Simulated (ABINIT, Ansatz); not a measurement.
# How the form of the self-energy moves the gap of CdF2 (Fm-3m), part 2 of 2

How much does the gap of CdF2 (Fm-3m) depend on the approximation to the self-energy?

ABINIT 10.8.3; PBE and many-body steps on it, plane waves. Known limits of the many-body steps: not at the basis limit; d shell near the gap, gap tends to lie low; no spin-orbit coupling.

So far. Step 5 (G0W0, Engel-Farid plasmon pole): Against G0W0 in ABINIT (6×6×6 mesh, 119 bands, screening to 176.9 eV, Godby-Needs plasmon pole), the gap moves by −0.019 eV. Step 6 (G0W0, Hybertsen-Louie plasmon pole): Against G0W0 in ABINIT (6×6×6 mesh, 119 bands, screening to 176.9 eV, Godby-Needs plasmon pole), the gap moves by +0.508 eV.

## Step 7: One-shot Hartree-Fock

This step: one-shot Hartree-Fock on PBE, plane waves, norm-conserving pseudopotentials.

The input, run.abi:

```
acell 3*1.0 Angstrom
rprim 
  0.000000000000 2.694000000000 2.694000000000
  2.694000000000 -0.000000000000 2.694000000000
  2.694000000000 2.694000000000 -0.000000000000
ntypat 2
znucl 48 9
natom 3
typat 1 2 2
xred 
  0.000000000000 0.000000000000 0.000000000000
  0.250000000000 0.250000000000 0.250000000000
  0.750000000000 0.750000000000 0.750000000000
pp_dirpath "pseudos"
pseudos "Cd.upf, F.upf"
ecut 47
ngkpt 6 6 6
nshiftk 1
shiftk 0 0 0
kptopt 1
chksymbreak 0
istwfk *1
occopt 1
irdwfk 1
optdriver 4
nband 21
gwcalctyp 5
ecutsigx 47
symsigma 1
nkptgw 2
kptgw 
  -0.3333333333 0.5000000000 0.1666666667
  0.0000000000 0.0000000000 0.0000000000
bdgw 
  16 19
  15 21
ixc_sigma 40
fftgw 31
indata_prefix "in"
outdata_prefix "out"
tmpdata_prefix "tmp"
```

Run with:

```
$ OMP_NUM_THREADS=1 mpirun -n 8 abinit run.abi > log
```

Output:

```text
.Version 10.8.3 of ABINIT. v10.8.2 released Aug 2026.

 Symmetries : space group Fm -3 m (#225); Bravais cF (face-center cubic)
[... echo of the input left out ...]
== DATASET  1 ==================================================================
-   mpi_nproc: 8, omp_nthreads: 1 (-1 if OMP is not activated)

--- !DatasetInfo
iteration_state: {dtset: 1, }
dimensions: {natom: 3, nkpt: 16, mband: 21, nsppol: 1, nspinor: 1, nspden: 1, mpw: 4092, }
cutoff_energies: {ecut:  47.0, pawecutdg:  -1.0, }
[...]
Band     E0 <VxcDFT>   SigX SigC(E0)      Z dSigC/dE  Sig(E)    E-E0       E
[...]
20  15.876 -10.203  -4.681   0.000   1.000   0.000  -4.681   5.522  21.397
       21  15.876 -10.203  -4.681   0.000   1.000   0.000  -4.681   5.522  21.397

== END DATASET(S) ==============================================================
================================================================================

 -outvars: echo values of variables after computation  --------
           etotal      0.0000000000E+00
            nband          21
             nkpt          16
          spgroup         225
 [... the other variables as echoed above ...]

 Calculation completed.
```

The job ended after 3.6 s (8 MPI ranks of Arm Neoverse V2, shared host; peak memory 1.9 GiB).

Numbers from this step:

| Property | Result |
| --- | --- |
| quasiparticle gap on the points computed | 14.79 eV |
| starting gap on the mesh | 3.143 eV |
| k of the valence top | -0.3333, 0.5, 0.1667 |
| k of the conduction bottom | 0, 0, 0 |
| least direct quasiparticle gap on the computed points | 15.41 eV |

Against G0W0 in ABINIT (6×6×6 mesh, 119 bands, screening to 176.9 eV, Godby-Needs plasmon pole), the gap moves by +9.450 eV.

## Step 8: Screening, 6×6×6 mesh, 119 bands, screening to 176.9 eV

This step: RPA screening on PBE, plane waves, norm-conserving pseudopotentials.

run.abi: that of step 7 with these lines changed.

```diff
@@ -24,16 +24,14 @@
 irdwfk 1
-optdriver 4
-nband 21
-gwcalctyp 5
-ecutsigx 47
-symsigma 1
-nkptgw 2
-kptgw 
-  -0.3333333333 0.5000000000 0.1666666667
-  0.0000000000 0.0000000000 0.0000000000
-bdgw 
-  16 19
-  15 21
-ixc_sigma 40
-fftgw 31
+optdriver 3
+nband 119
+ecuteps 6.5
+inclvkb 2
+awtr 1
+symchi 1
+gwcalctyp 2
+nfreqre 16
+freqremax 40 eV
+nfreqim 8
+spmeth 1
+nomegasf 120
 indata_prefix "in"
```

Output:

```text
.Version 10.8.3 of ABINIT. v10.8.2 released Aug 2026.

 Symmetries : space group Fm -3 m (#225); Bravais cF (face-center cubic)
[... echo of the input left out ...]
== DATASET  1 ==================================================================
-   mpi_nproc: 8, omp_nthreads: 1 (-1 if OMP is not activated)

--- !DatasetInfo
iteration_state: {dtset: 1, }
dimensions: {natom: 3, nkpt: 16, mband: 119, nsppol: 1, nspinor: 1, nspden: 1, mpw: 4092, }
cutoff_energies: {ecut:  47.0, pawecutdg:  -1.0, }
electrons: {nelect:   3.40000000E+01, charge:   0.00000000E+00, occopt:   1.00000000E+00, tsmear:   1.00000000E-02, }

 SCREENING: Calculation of the susceptibility and dielectric matrices

 Based on a program developped by R.W. Godby, V. Olevano, G. Onida, and L. Reining.
 Incorporated in ABINIT by V. Olevano, G.-M. Rignanese, and M. Torrent.
.Using double precision arithmetic ; gwpc =  8

[... cell and pseudopotentials left out ...]
--------------------------------------------------------------------------------

 ==== K-mesh for the wavefunctions ====
 Number of points in the irreducible wedge :    16
[... list of points left out ...]
 Together with 48 symmetry operations and time-reversal symmetry
 yields   216 points in the full Brillouin Zone.

 ==== Q-mesh for the screening function ====
 Number of points in the irreducible wedge :    16
[... list of points left out ...]
 Together with 48 symmetry operations and time-reversal symmetry
 yields   216 points in the full Brillouin Zone.

 setmesh: FFT mesh size selected  =    32x   32x   32
          total number of points  =        32768

 vcoul_init : cutoff-mode = AUXILIARY_FUNCTION
 q-points for optical limit:   1
     1)      0.000010    0.000020    0.000030

- screening: taking advantage of time-reversal symmetry
- Maximum band index for partially occupied states nbvw = 17
- Remaining bands to be divided among processors   nbcw = 102
- Number of bands treated by each node ~12

 Number of electrons calculated from density =   34.0000; Expected =   34.0000
 average of density, n =  0.128843
 r_s =    1.2282
 omega_plasma =   34.6246 [eV]

 calculating chi0 at frequencies [eV] :
  1    0.000000E+00    0.000000E+00
  2    2.666667E+00    0.000000E+00
  3    5.333333E+00    0.000000E+00
[...]
23    0.000000E+00    8.818295E+01
 24    0.000000E+00    1.241626E+02

--------------------------------------------------------------------------------
  q-point number  1        q = ( 0.000000, 0.000000, 0.000000) [r.l.u.]
--------------------------------------------------------------------------------
[... chi0 elements left out ...]
  [... further frequencies ...]

 No. of calculated frequencies >  15, stop printing
 For q-point:  0.000010 0.000020 0.000030
  dielectric constant =   2.7612
  dielectric constant without local fields =   2.9254

  Average fulfillment of the sum rule on Im[epsilon] for q-point    1 :     64.45  [%]
[... wings left out ...]
  q-point number  2        q = ( 0.166667, 0.000000, 0.000000) [r.l.u.]
--------------------------------------------------------------------------------
[... chi0 elements left out ...]
  [... further frequencies ...]

 No. of calculated frequencies >  15, stop printing
  Average fulfillment of the sum rule on Im[epsilon] for q-point    2 :     80.71  [%]

 [... 14 further q-points ...]
```

Run time: 2.8 min. Hardware: 8 MPI ranks; peak memory 3.5 GiB.

This step gave:

- ε∞ with local fields, on this mesh, along the program's q direction: 2.761
- the same without local fields: 2.925
- plasma frequency: 34.62 eV
- plane waves in the screening matrix: 181

## Step 9: G0W0, contour deformation

This step: G0W0 on PBE, plane waves, norm-conserving pseudopotentials.

run.abi: that of step 8 with these lines changed.

```diff
@@ -24,14 +24,16 @@
 irdwfk 1
-optdriver 3
+optdriver 4
 nband 119
+gwcalctyp 2
+ecutsigx 47
+symsigma 1
+nkptgw 2
+kptgw 
+  -0.3333333333 0.5000000000 0.1666666667
+  0.0000000000 0.0000000000 0.0000000000
+bdgw 
+  16 19
+  15 21
 ecuteps 6.5
-inclvkb 2
-awtr 1
-symchi 1
-gwcalctyp 2
-nfreqre 16
-freqremax 40 eV
-nfreqim 8
-spmeth 1
-nomegasf 120
+irdscr 1
 indata_prefix "in"
```

Output:

```text
.Version 10.8.3 of ABINIT. v10.8.2 released Aug 2026.

 Symmetries : space group Fm -3 m (#225); Bravais cF (face-center cubic)
[... echo of the input left out ...]
== DATASET  1 ==================================================================
-   mpi_nproc: 8, omp_nthreads: 1 (-1 if OMP is not activated)

--- !DatasetInfo
iteration_state: {dtset: 1, }
dimensions: {natom: 3, nkpt: 16, mband: 119, nsppol: 1, nspinor: 1, nspden: 1, mpw: 4092, }
cutoff_energies: {ecut:  47.0, pawecutdg:  -1.0, }
[...]
Band     E0 <VxcDFT>   SigX SigC(E0)      Z dSigC/dE  Sig(E)    E-E0       E
[...]
21  15.876 -10.203  -4.681  -4.292   0.838  -0.194  -9.173   1.030  16.906
       21   0.000   0.000   0.000  -0.019   0.000   0.000  -0.016  -0.016  -0.016

== END DATASET(S) ==============================================================
================================================================================

 -outvars: echo values of variables after computation  --------
           etotal      0.0000000000E+00
            nband         119
             nkpt          16
          spgroup         225
 [... the other variables as echoed above ...]

 Calculation completed.
```

Elapsed: 9.6 s, on 8 MPI ranks; peak memory 2.7 GiB; 76 s of CPU time.

Numbers from this step:

```yaml
g0w0_gap_on_the_points_computed: 5.317 eV
starting_gap_on_the_mesh: 3.143 eV
k_of_the_valence_top: -0.3333, 0.5, 0.1667
k_of_the_conduction_bottom: 0, 0, 0
least_direct_g0w0_gap_on_the_computed_points: 6.033 eV
```

Against G0W0 in ABINIT (6×6×6 mesh, 119 bands, screening to 176.9 eV, Godby-Needs plasmon pole), the gap moves by −0.026 eV.

## Step 10: Side by side

Times are wall times on 8 MPI ranks of Arm Neoverse V2, shared host, good to a factor of about two. A run's time includes the screening step that it read.

```csv
run,mesh,bands,screening cutoff (eV),DFT gap (eV),gap on the mesh (eV),direct (eV),ε∞ used,time
"G0W0, Godby-Needs plasmon pole",6×6×6,119,176.9,3.143,5.343,6.079,2.74,2.2 min
"G0W0, Engel-Farid plasmon pole",6×6×6,119,176.9,3.143,5.324,6.057,2.74,2.1 min
"G0W0, Hybertsen-Louie plasmon pole",6×6×6,119,176.9,3.143,5.851,6.366,2.74,2.2 min
one-shot Hartree-Fock,6×6×6,-,-,3.143,14.793,15.412,-,3.6 s
"G0W0, contour deformation",6×6×6,119,176.9,3.143,5.317,6.033,2.76,2.9 min
```

## Step 11: Results

```json
{
 "G0W0, Godby-Needs plasmon pole": "5.343 eV",
 "G0W0, Engel-Farid plasmon pole": "5.324 eV",
 "G0W0, Hybertsen-Louie plasmon pole": "5.851 eV",
 "one-shot Hartree-Fock": "14.793 eV",
 "G0W0, contour deformation": "5.317 eV",
 "known limits": "not at the basis limit; d shell near the gap, gap tends to lie low; no spin-orbit coupling"
}
```

In words: G0W0, Engel-Farid plasmon pole: −0.019 eV against G0W0, Godby-Needs plasmon pole. G0W0, Hybertsen-Louie plasmon pole: +0.508 eV against G0W0, Godby-Needs plasmon pole. One-shot Hartree-Fock: +9.450 eV against G0W0, Godby-Needs plasmon pole. G0W0, contour deformation: −0.026 eV against G0W0, Godby-Needs plasmon pole. Bare exchange alone opens the gap to 14.79 eV; against G0W0, correlation takes back 9.45 eV. Bands and cutoff are finite, so the gap is not at the basis limit. The miss can reach some tenths of an eV and take either sign; the mesh is an error of its own. In the first G0W0 run levels were corrected at 2 k points alone, so a gap called «on the mesh» is the least over those, and an edge elsewhere would be missed. A d shell, filled or nearly so, lies near the gap. One-shot GW converges very slowly in bands there, not always from below, and on a semilocal start the gap tends to come out low; starts rich in exact exchange can overshoot instead. The many-body steps are scalar-relativistic: spin-orbit coupling is not in them.

[Paths, hosts, dates, memory and timing lines, banners, echoed tables and standing remarks are left out of the program output.]

[Logs are printed without paths, hosts, clocks, repeated set-up lines and the standing remarks that a program may print on its own settings, such as how far it seeks lower states.]

[Runs of the session that timed out or met a known fault of the program may be left out.]

[No measured gap is set beside runs whose start may be inverted or whose files or cutoffs have a known fault.]

[Hosts, paths, dates, database ids (printed as entryN), source tags and the programs' standing remarks are cut or masked in the printed files.]

[G0W0 gaps are taken among the corrected bands and points alone; a level outside them can change the order at an edge.]

[Where Ansatz stands beside ABINIT at settings called matched, ABINIT's density can come from a denser mesh and the files from another edition; pairs whose starting gaps differed by over 0.03 eV were left out, so agreement reads better than it is.]
